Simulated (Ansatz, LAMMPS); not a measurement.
# Which site? Zn in place of Al in 42Ga2O3-58Al2O3 (mol %) with crystalline order left by the classical run (95 atoms)

Aim: make Zn in place of Al at several sites of 42Ga2O3-58Al2O3 (mol %) with crystalline order left by the classical run (95 atoms), relax each, and compare their energies.

Program: Ansatz 0.2.0. Level of theory: Kohn-Sham DFT, PBEsol, PAW (set soft_2), plane waves. Results are calculated unless marked as measured.

## 1. The starting structure

The cell holds 95 atoms: 16 Ga, 22 Al and 57 O. Cell: a = 9.820 Å, b = 9.820 Å, c = 9.820 Å, α = 90.0°, β = 90.0°, γ = 90.0°. 95 atoms (16 Fe, 22 Al, 57 O) placed at random at 3.62 g/cm³, melted at 5000 K for 10 ps at fixed volume with the Morse and Coulomb pair potential with partial charges (Pedone, Malavasi, Menziani, Cormack and Segre, J. Phys. Chem. B 110, 11780 (2006)). Quenched from 5000 K to 300 K at 100 K/ps and fixed volume, held 10 ps at zero pressure, then minimised at fixed cell. Then Fe was replaced by Ga and the cell scaled by 1.006 (the potential has no terms for the new elements, so the cell is a start for a DFT relaxation).

Limits known from the start: The quench rate of 100 K/ps is orders of magnitude faster than experiment, which tends to freeze in extra defects. The starting topology of bonds comes from the classical model, and needn't be the one that DFT or experiment would give. The Brillouin zone is sampled at Γ only, in a cell whose shortest periodic width is 10 Å.

## 2. Single point at the start

The forces at the start show how far the geometry lies from a minimum of this functional.

Contents of input.yaml:

```yaml
crystal:
  lattice:
    - [9.81985, 0.0, 0.0]
    - [0.0, 9.81985, 0.0]
    - [0.0, 0.0, 9.81985]
  atoms:
    - { symbol: Ga, position: [0.4423, 0.91222, 0.70249] }
    - { symbol: Ga, position: [0.22053, 0.69405, 0.74208] }
    - { symbol: Ga, position: [0.71797, 0.04625, 0.88625] }
    - { symbol: Ga, position: [0.20706, 0.80497, 0.0287] }
    - { symbol: Ga, position: [0.02935, 0.46206, 0.30495] }
    - { symbol: Ga, position: [0.58349, 0.01844, 0.43022] }
    - { symbol: Ga, position: [0.98077, 0.05649, 0.11156] }
    - { symbol: Ga, position: [0.2915, 0.03675, 0.2305] }
    - { symbol: Ga, position: [0.56123, 0.49261, 0.37029] }
    - { symbol: Ga, position: [0.72144, 0.59049, 0.83636] }
    - { symbol: Ga, position: [0.7622, 0.49505, 0.10097] }
    - { symbol: Ga, position: [0.7802, 0.70738, 0.3804] }
    - { symbol: Ga, position: [0.01439, 0.51763, 0.95983] }
    - { symbol: Ga, position: [0.03175, 0.22893, 0.5426] }
    - { symbol: Ga, position: [0.92323, 0.27753, 0.80382] }
    - { symbol: Ga, position: [0.94386, 0.80664, 0.84851] }
    - { symbol: Al, position: [0.1323, 0.02251, 0.8056] }
    - { symbol: Al, position: [0.73488, 0.8139, 0.63184] }
    - { symbol: Al, position: [0.63157, 0.33219, 0.86404] }
    - { symbol: Al, position: [0.67443, 0.26073, 0.59164] }
    - { symbol: Al, position: [0.15368, 0.26084, 0.9836] }
    - { symbol: Al, position: [0.4006, 0.46994, 0.93322] }
    - { symbol: Al, position: [0.06931, 0.77994, 0.28114] }
    - { symbol: Al, position: [0.88531, 0.00728, 0.42201] }
    - { symbol: Al, position: [0.34372, 0.75761, 0.43061] }
    - { symbol: Al, position: [0.95571, 0.54738, 0.59586] }
    - { symbol: Al, position: [0.14083, 0.92371, 0.54771] }
    - { symbol: Al, position: [0.57623, 0.24606, 0.16022] }
    - { symbol: Al, position: [0.42401, 0.13751, 0.93669] }
    - { symbol: Al, position: [0.27405, 0.4506, 0.62264] }
    - { symbol: Al, position: [0.29809, 0.30015, 0.23118] }
    - { symbol: Al, position: [0.51496, 0.5908, 0.64648] }
    - { symbol: Al, position: [0.50713, 0.81429, 0.2168] }
    - { symbol: Al, position: [0.31132, 0.55731, 0.18322] }
    - { symbol: Al, position: [0.77354, 0.81159, 0.11235] }
    - { symbol: Al, position: [0.33966, 0.17266, 0.54038] }
    - { symbol: Al, position: [0.47463, 0.78111, 0.94491] }
    - { symbol: Al, position: [0.79087, 0.24308, 0.3328] }
    - { symbol: O, position: [0.09239, 0.85499, 0.69911] }
    - { symbol: O, position: [0.09974, 0.38029, 0.85886] }
    - { symbol: O, position: [0.92618, 0.37864, 0.63385] }
    - { symbol: O, position: [0.60349, 0.79215, 0.0621] }
    - { symbol: O, position: [0.07112, 0.92918, 0.9464] }
    - { symbol: O, position: [0.37894, 0.63741, 0.02192] }
    - { symbol: O, position: [0.85325, 0.85384, 0.49852] }
    - { symbol: O, position: [0.21977, 0.2912, 0.59062] }
    - { symbol: O, position: [0.32212, 0.82987, 0.85078] }
    - { symbol: O, position: [0.90394, 0.78369, 0.23223] }
    - { symbol: O, position: [0.44614, 0.30116, 0.86316] }
    - { symbol: O, position: [0.51706, 0.00134, 0.86261] }
    - { symbol: O, position: [0.73726, 0.33225, 0.19119] }
    - { symbol: O, position: [0.26812, 0.4099, 0.05316] }
    - { symbol: O, position: [0.86381, 0.65462, 0.70896] }
    - { symbol: O, position: [0.40395, 0.91822, 0.36976] }
    - { symbol: O, position: [0.42228, 0.48953, 0.52378] }
    - { symbol: O, position: [0.15429, 0.20012, 0.15523] }
    - { symbol: O, position: [0.28595, 0.01428, 0.62022] }
    - { symbol: O, position: [0.13451, 0.56345, 0.61895] }
    - { symbol: O, position: [0.46549, 0.39461, 0.22574] }
    - { symbol: O, position: [0.12621, 0.93197, 0.20201] }
    - { symbol: O, position: [0.35204, 0.53599, 0.77034] }
    - { symbol: O, position: [0.57127, 0.71592, 0.79199] }
    - { symbol: O, position: [0.69048, 0.59708, 0.25002] }
    - { symbol: O, position: [0.64666, 0.66051, 0.52981] }
    - { symbol: O, position: [0.59293, 0.48362, 0.97496] }
    - { symbol: O, position: [0.41891, 0.66808, 0.29779] }
    - { symbol: O, position: [0.97128, 0.19087, 0.97199] }
    - { symbol: O, position: [0.63452, 0.19826, 0.9947] }
    - { symbol: O, position: [0.09973, 0.67133, 0.89935] }
    - { symbol: O, position: [0.68654, 0.3669, 0.4506] }
    - { symbol: O, position: [0.86877, 0.07889, 0.2663] }
    - { symbol: O, position: [0.4064, 0.16472, 0.11289] }
    - { symbol: O, position: [0.37382, 0.88863, 0.10973] }
    - { symbol: O, position: [0.78063, 0.12895, 0.50134] }
    - { symbol: O, position: [0.59444, 0.9163, 0.59007] }
    - { symbol: O, position: [0.82986, 0.43092, 0.90098] }
    - { symbol: O, position: [0.93818, 0.58858, 0.42386] }
    - { symbol: O, position: [0.60114, 0.14425, 0.29775] }
    [... 11 atom lines left out ...]
    - { symbol: O, position: [0.81745, 0.95656, 0.0281] }
    - { symbol: O, position: [0.833, 0.68144, 0.98175] }
    - { symbol: O, position: [0.79432, 0.90287, 0.77242] }
    - { symbol: O, position: [0.96177, 0.30324, 0.37713] }
    - { symbol: O, position: [0.0214, 0.12297, 0.71528] }
    - { symbol: O, position: [0.65352, 0.86249, 0.30626] }
kpoints:
  mp_grid: { grid: [1, 1, 1] }
hamiltonian:
  xc: pbesol
scf:
  occupations: { method: fixed }
output:
  forces: true
```

On the command line:

```console
$ ansatz run input.yaml --threads 4 --pin off --max-ram 8192MiB --backend cpu --events-out ev --progress --plain --runs-dir out
```

Numbers of over 12 decimals in the logs are rounded to 6 here.

Output:

```text
[...]
Pseudopotentials: kind: paw
Pseudopotential: Ga, paw, valence charge 13, recommended cutoff 420 eV (normal), Ga.paw.azcp
Pseudopotential: Al, paw, valence charge 3, recommended cutoff 420 eV (normal), Al.paw.azcp
Pseudopotential: O, paw, valence charge 6, recommended cutoff 420 eV (normal), O.paw.azcp
[... 3 lines on functional and potentials left out ...]
Crystal: 95 atoms, lattice volume = 946.923 Å³
Basis set: ecut = 420 eV, 18613 PW (Γ), exchange–correlation on 144×144×144 points (8 copies of the dense FFT grid, shifted against one another)
Bands: 403, of which v1, the nominal top of the filled ones, is band 308 counted from 1 (307 counted from 0)
Symmetry: 1 space group operations
Space group: P1 (ITA 1), of the structure as read, at distance tolerance 9.8e-5 Å
k-points: 1
[... 10 lines on functional and potentials left out ...]
Initial density: superposition of atomic densities (neutral atoms: chi_scale 0, normalization atom), corrected by the library's trained network
Initial wavefunctions: pseudopotential atomic-orbital guess
[...]
SCF iter   1: F=—  HF=-103482.224301 eV  |F-HF|=—  |Δ(HF+E_count)|=         —  Δρ=1.52e-2  dr2=1.70e0  ethr=1.77e-3  ⟨swp⟩=5.0  Hψ=1287  notcnv=0  defer=92
preconditioner: auto → Resta (q_TF=auto, 2.540 Å⁻¹)  ε∞=4.1  [insulator: Δε(μ)=2.380 eV  Ē_g=17.074 eV  n_scr=250 (ndim 8)  ℏωp=29.9 eV  f_vac=0.016  ε∞_Penn≈4.1]
[...]
SCF iter   8: F=—  HF=-103481.721946 eV  |F-HF|=—  |Δ(HF+E_count)|=   5.82e-7  Δρ=6.33e-6  dr2=3.54e-7  ethr=3.01e-10  ⟨swp⟩=2.0  Hψ=601  notcnv=0  defer=90
SCF iter   9: F=-103481.721946 eV  HF=-103481.721946 eV  |F-HF|=3.95e-8  |Δ(HF+E_count)|=   6.83e-8  Δρ=3.36e-6  dr2=8.53e-8  ethr=1.62e-11  ⟨swp⟩=4.0  Hψ=1247  notcnv=0
SCF 1 converged in 9 iterations: F = -103481.721946 eV  dr2 = 8.53e-8
[...]
SCF converged after 9 iterations
Free energy (F): -103481.721946 eV
Harris-Foulkes:  -103481.721946 eV  (|F-HF|=3.95e-8)
Internal energy: -103481.721946 eV  (E = F + TS)
E sigma→0 (E₀):  -103481.721946 eV
Fermi energy:    7.643500 eV
--- Per-component energies (eV) ---
[...]
Σ components = -103481.721946   (vs F -103481.721946, Δ=0.00e0)
--- Forces (eV/Å), atoms counted from 1 ---
  atom   1  Ga    -0.28050211     0.23175427    -0.76625697
  atom   2  Ga    -0.03629665    -0.11728469    -0.09666103
  atom   3  Ga    -0.31285812    -0.29627737     0.45404578
  atom   4  Ga    -0.03642018    -0.14937553     0.85986998
[...]
atom  95  O      1.09367252     0.07268973     0.34665638
  max |Σ_I F_I| component: 4.75e-5 eV/Å
```

It took 10 s on 4 threads of Arm Neoverse V2, shared host; peak memory 1.3 GiB.

The r.m.s. force at the start is 0.59 eV/Å.

## 3. Relaxation

The atoms are relaxed in the fixed cell, aiming at the force tolerance of the input.

Contents of input.yaml:

```yaml
crystal:
  lattice:
    - [9.81985, 0.0, 0.0]
    - [0.0, 9.81985, 0.0]
    - [0.0, 0.0, 9.81985]
  atoms:
    [... the 95 atom lines of step 2 ...]
kpoints:
  mp_grid: { grid: [1, 1, 1] }
hamiltonian:
  xc: pbesol
scf:
  occupations: { method: fixed }
output:
  forces: true
relax:
  f_tol: 0.05
  max_steps: 120
```

Output:

```text
[...]
Crystal: 95 atoms, lattice volume = 946.923 Å³
Basis set: ecut = 420 eV, 18613 PW (Γ), exchange–correlation on 144×144×144 points (8 copies of the dense FFT grid, shifted against one another)
Bands: 403, of which v1, the nominal top of the filled ones, is band 308 counted from 1 (307 counted from 0)
Symmetry: 1 space group operations
[...]
k-points: 1
[...]
SCF iter   1: F=—  HF=-103482.224301 eV  |F-HF|=—  |Δ(HF+E_count)|=         —  Δρ=1.52e-2  dr2=1.70e0  ethr=1.77e-3  ⟨swp⟩=5.0  Hψ=1287  notcnv=0  defer=92
[...]
SCF iter   6: F=-103481.721923 eV  HF=-103481.721952 eV  |F-HF|=2.90e-5  |Δ(HF+E_count)|=   5.19e-5  Δρ=6.99e-5  dr2=3.66e-5  ethr=1.01e-8  ⟨swp⟩=2.0  Hψ=1327  notcnv=0
SCF 1 converged in 6 iterations: F = -103481.721923 eV  dr2 = 3.66e-5
[...]
relax step   1: F+E_penalty+E_count = -103481.72192271 eV  Δ(F+E_penalty+E_count) = +0.000e0 eV  max|allowed force component| = 2.214e0 eV/Å  Δτ_max = 0.0000 Å  (6 SCF iters, dr2 threshold 6.25e-5 eV, accepted)
[...]
relax step   2: F+E_penalty+E_count = -103483.18255353 eV  Δ(F+E_penalty+E_count) = -1.461e0 eV  max|allowed force component| = 1.299e0 eV/Å  Δτ_max = 0.0719 Å  (6 SCF iters, dr2 threshold 1.00e-4 eV, accepted)
[...]
relax step   3: F+E_penalty+E_count = -103484.11471066 eV  Δ(F+E_penalty+E_count) = -9.322e-1 eV  max|allowed force component| = 5.040e-1 eV/Å  Δτ_max = 0.0857 Å  (7 SCF iters, dr2 threshold 1.00e-4 eV, accepted)
relax step   4: F+E_penalty+E_count = -103484.34562502 eV  Δ(F+E_penalty+E_count) = -2.309e-1 eV  max|allowed force component| = 4.231e-1 eV/Å  Δτ_max = 0.2000 Å  (7 SCF iters, dr2 threshold 3.82e-5 eV, accepted)
relax step   5: F+E_penalty+E_count = -103484.55124267 eV  Δ(F+E_penalty+E_count) = -2.056e-1 eV  max|allowed force component| = 2.383e-1 eV/Å  Δτ_max = 0.2000 Å  (7 SCF iters, dr2 threshold 2.69e-5 eV, accepted)
relax step   6: F+E_penalty+E_count = -103484.58517420 eV  Δ(F+E_penalty+E_count) = -3.393e-2 eV  max|allowed force component| = 2.402e-1 eV/Å  Δτ_max = 0.1545 Å  (6 SCF iters, dr2 threshold 1.80e-5 eV, accepted)
relax step   7: F+E_penalty+E_count = -103484.59907239 eV  Δ(F+E_penalty+E_count) = -1.390e-2 eV  max|allowed force component| = 6.000e-2 eV/Å  Δτ_max = 0.0691 Å  (6 SCF iters, dr2 threshold 1.83e-5 eV, accepted)
[...]
relax step   8: F+E_penalty+E_count = -103484.60138390 eV  Δ(F+E_penalty+E_count) = -2.312e-3 eV  max|allowed force component| = 3.990e-2 eV/Å  Δτ_max = 0.0275 Å  (8 SCF iters, accepted)
SCF converged after 8 iterations
Free energy (F): -103484.601384 eV
[...]
Internal energy: -103484.601384 eV  (E = F + TS)
E sigma→0 (E₀):  -103484.601384 eV
Fermi energy:    7.605253 eV
[...]
--- Forces (eV/Å), atoms counted from 1 ---
  atom   1  Ga    -0.00773639     0.00330026    -0.00377372
  atom   2  Ga    -0.00487141    -0.00328780     0.00149355
  atom   3  Ga     0.00192172    -0.00378415    -0.00499709
  atom   4  Ga    -0.00730196    -0.00359354    -0.00825720
  atom   5  Ga    -0.00450304     0.00069960    -0.00963957
  atom   6  Ga    -0.00008277    -0.01522158     0.00655454
  atom   7  Ga     0.00264571     0.00116780    -0.00528890
  atom   8  Ga    -0.01205800    -0.00258768     0.01499029
  atom   9  Ga    -0.00401933     0.00907500    -0.00272667
  atom  10  Ga     0.00258902    -0.00181546    -0.00083433
  atom  11  Ga     0.00152307    -0.00112728    -0.00637951
  atom  12  Ga    -0.00565543    -0.00413541     0.00144167
  atom  13  Ga     0.01009295     0.00398657     0.00006484
  atom  14  Ga     0.02948581    -0.00142731    -0.03951131
[...]
atom  94  O      0.00234647    -0.00261096    -0.00408573
  atom  95  O     -0.00056567    -0.00139099    -0.00192942
  max |Σ_I F_I| component: 4.13e-5 eV/Å
--- Relaxed structure (8 steps of the walk, 8 accepted, 0 SCFs on fresh bases) ---
  F+E_penalty+E_count = -103484.60138390 eV   max|allowed force component| = 3.990e-2 eV/Å
  atoms:
    - { symbol: Ga, position: [0.439760, 0.921679, 0.690223] }
    - { symbol: Ga, position: [0.222154, 0.696584, 0.739192] }
    - { symbol: Ga, position: [0.713595, 0.042709, 0.882518] }
    - { symbol: Ga, position: [0.194804, 0.811466, 0.018190] }
[...]
- { symbol: O, position: [0.650981, 0.848187, 0.289220] }
```

Wall time 64 s (4 threads); peak memory 1.3 GiB.

The relaxation converged after 8 steps, 2.88 eV below its start, with a largest force component of 0.040 eV/Å.

## 4. Single point at the relaxed geometry

One more single point at the end of the walk gives the fuller output and checks the residual forces.

Contents of input.yaml:

```yaml
crystal:
  lattice:
    - [9.81985, 0.0, 0.0]
    - [0.0, 9.81985, 0.0]
    - [0.0, 0.0, 9.81985]
  atoms:
    - { symbol: Ga, position: [0.43976, 0.92168, 0.69022] }
    - { symbol: Ga, position: [0.22215, 0.69658, 0.73919] }
    - { symbol: Ga, position: [0.7136, 0.04271, 0.88252] }
    - { symbol: Ga, position: [0.1948, 0.81147, 0.01819] }
    - { symbol: Ga, position: [0.02709, 0.45932, 0.30922] }
    - { symbol: Ga, position: [0.5794, 0.98356, 0.40755] }
    [... 83 atom lines left out ...]
    - { symbol: O, position: [0.80655, 0.97502, 0.03561] }
    - { symbol: O, position: [0.83218, 0.69711, 0.97388] }
    - { symbol: O, position: [0.7981, 0.91128, 0.77017] }
    - { symbol: O, position: [0.96716, 0.30359, 0.38325] }
    - { symbol: O, position: [0.02669, 0.14158, 0.72295] }
    - { symbol: O, position: [0.65098, 0.84819, 0.28922] }
kpoints:
  mp_grid: { grid: [1, 1, 1] }
hamiltonian:
  xc: pbesol
scf:
  occupations: { method: fixed }
output:
  forces: true
  stress: true
  populations: true
  dos:
    method: { smearing: { sigma: 0.1 } }
    de: 0.1
    projected: { site_lists: { Al: [Al], Ga: [Ga], O: [O] } }
  eigenvalues: true
  write_density: true
  write_potential: true
  volumetric_format: npy
```

Output:

```text
[...]
Crystal: 95 atoms, lattice volume = 946.923 Å³
Basis set: ecut = 420 eV, 18613 PW (Γ), exchange–correlation on 144×144×144 points (8 copies of the dense FFT grid, shifted against one another)
Bands: 403, of which v1, the nominal top of the filled ones, is band 308 counted from 1 (307 counted from 0)
Symmetry: 1 space group operations
[...]
k-points: 1
[...]
SCF iter   1: F=—  HF=-103485.098950 eV  |F-HF|=—  |Δ(HF+E_count)|=         —  Δρ=1.52e-2  dr2=1.70e0  ethr=1.77e-3  ⟨swp⟩=5.0  Hψ=1398  notcnv=0  defer=93
[...]
SCF iter   9: F=-103484.601376 eV  HF=-103484.601376 eV  |F-HF|=6.87e-8  |Δ(HF+E_count)|=   8.86e-8  Δρ=3.73e-6  dr2=9.66e-8  ethr=1.62e-11  ⟨swp⟩=20.0  Hψ=3414  notcnv=0
SCF 1 converged in 9 iterations: F = -103484.601376 eV  dr2 = 9.66e-8
[...]
SCF converged after 9 iterations
Free energy (F): -103484.601376 eV
[...]
Internal energy: -103484.601376 eV  (E = F + TS)
E sigma→0 (E₀):  -103484.601376 eV
Fermi energy:    7.605227 eV
[...]
--- Forces (eV/Å), atoms counted from 1 ---
  atom   1  Ga    -0.00768038     0.00295805    -0.00299298
  atom   2  Ga    -0.00326710    -0.00216750     0.00250133
  atom   3  Ga     0.00088927    -0.00381729    -0.00533644
  atom   4  Ga    -0.00616819    -0.00406685    -0.00813752
  atom   5  Ga    -0.00414687     0.00043496    -0.01022589
  atom   6  Ga    -0.00058358    -0.01533416     0.00576878
  atom   7  Ga     0.00292980     0.00135511    -0.00575614
  atom   8  Ga    -0.01217872    -0.00308015     0.01533449
  atom   9  Ga    -0.00480245     0.01041219    -0.00305680
  atom  10  Ga     0.00219862    -0.00109352    -0.00048582
  atom  11  Ga     0.00087610    -0.00135831    -0.00583280
  atom  12  Ga    -0.00670200    -0.00480783     0.00075941
  atom  13  Ga     0.01031138     0.00396028     0.00132469
  atom  14  Ga     0.02989306    -0.00202434    -0.03908653
[...]
atom  94  O      0.00300324    -0.00363467    -0.00477755
  atom  95  O      0.00018883    -0.00160725    -0.00142821
  max |Σ_I F_I| component: 5.50e-5 eV/Å
--- Stress (GPa, compression-positive) ---
        0.624491       0.471134       1.239411
        0.471124       2.698641       0.105774
        1.239415       0.105777       5.369249
  P = ⅓ Tr σ = 2.8975 GPa (28.975 kbar)
--- Band table (eV) ---
[...]
--- Löwdin populations: 95 sites ---
  site symbol       q [e]
     0     Ga     11.9935
     1     Ga     12.0039
     2     Ga     11.9467
[...]
94      O      6.7105
  spilling = 0.005594 (of n_electrons = 616.000000)
```

Run time: 19 s. Hardware: 4 threads; peak memory 1.4 GiB.

Numbers from this run:

| Quantity | Value |
| --- | --- |
| free energy | -103484.6014 eV |
| free energy per atom | -1089.3116 eV/atom |
| SCF cycles | 9 |
| pressure | 2.897 GPa |
| r.m.s. force component | 0.00622 eV/Å |
| longest force | 0.05006 eV/Å |
| Fermi energy | 7.605 eV |
| gap (highest filled to lowest empty level) | 2.66 eV |
| spilling of the projection | 0.005594 |

(Part 1 of 2 ends here.)

[Logs are printed without paths, hosts, clocks, repeated set-up lines and the standing remarks that a program may print on its own settings, such as how far it seeks lower states.]

[Hosts, paths, dates, database ids (printed as entryN), source tags and the programs' standing remarks are cut or masked in the printed files.]
